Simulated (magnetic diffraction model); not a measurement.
# Cr₃SnP: what an assumed order does to the neutron pattern

Space group Pm-3m (no. 221), a = 4.0690 Å.

```csv
site,atom,x,y,z
1a,Sn,0,0,0
3c,Cr,1/2,1/2,0
1b,P,1/2,1/2,1/2
```

This is a made-up structure (elements placed in a structure type, unrelaxed), so the numbers test the method and describe no known phase.

Only Cr is taken to order (form factors of Cr2+); orders and moment sizes are assumed, and not adapted to the symmetry. Radiation: neutrons of λ = 2.0775 Å, 3° to 80°; isotropic B of 0.36 Å² (Sn), 0.37 Å² (Cr) and 0.41 Å² (P). The intensities are simulated: I ∝ L Σ (|F_N|² + |F_M⊥|²) for unpolarised neutrons, with F_M = 2.695 fm/μB × Σ f(s) S exp(2πi Q·r) exp(−B s²) at Q = H ± k (one set where k and −k are equivalent), only the part normal to Q counting and L = 1/(sin²θ cos θ). For collinear order S is the moment m, which repeats by lattice and centring translations R with the sign exp(−2πi k·R). Form factors are spin-only for 3d ions and dipole or tabulated for f ions, scattering lengths are Sears's of 1992, and absorption is left out. A label names one of the reflections at its angle. The strongest nuclear line in the range is 100, and lines under 0.2 are left out.

Assume the order k = (1/2 0 1/2), collinear moments along [010], 1.13 μB on Cr; signs + at (1/2, 1/2, 0), + at (0, 1/2, 1/2), + at (1/2, 0, 1/2).

Predict the pattern, nuclear and magnetic parts apart.

```
2θ (°)        index  nuclear  magnetic
 20.80  (1/2 0 1/2)      0.0      22.5
 29.58      (1 0 0)      4.8       0.0
 36.44  (1/2 1 1/2)      0.0       3.5
 42.33      (1 1 0)     45.4       0.0
 47.61  (3/2 0 1/2)      0.0       4.6
 52.48      (1 1 1)     50.2       0.0
 57.06  (3/2 1 1/2)      0.0       3.5
 61.40      (2 0 0)    100.0       0.0
 65.58  (3/2 0 3/2)      0.0       0.9
 69.62      (2 1 0)      4.2       0.0
 73.55  (3/2 1 3/2)      0.0       0.7
 77.41      (2 1 1)     34.5       0.0
```

The strongest magnetic line in the range is (1/2 0 1/2) at 20.80° (22.5). On top of the Lorentz factor, which all lines share, magnetic lines fade with angle because f falls: for Cr2+ it is 0.88, 0.62, 0.37 and 0.09 at sin θ/λ = 0.1, 0.2, 0.3 and 0.5 Å⁻¹, while nuclear lengths stay constant. The order has no net moment.

[Logs are printed without paths, hosts, clocks, repeated set-up lines and the standing remarks that a program may print on its own settings, such as how far it seeks lower states.]
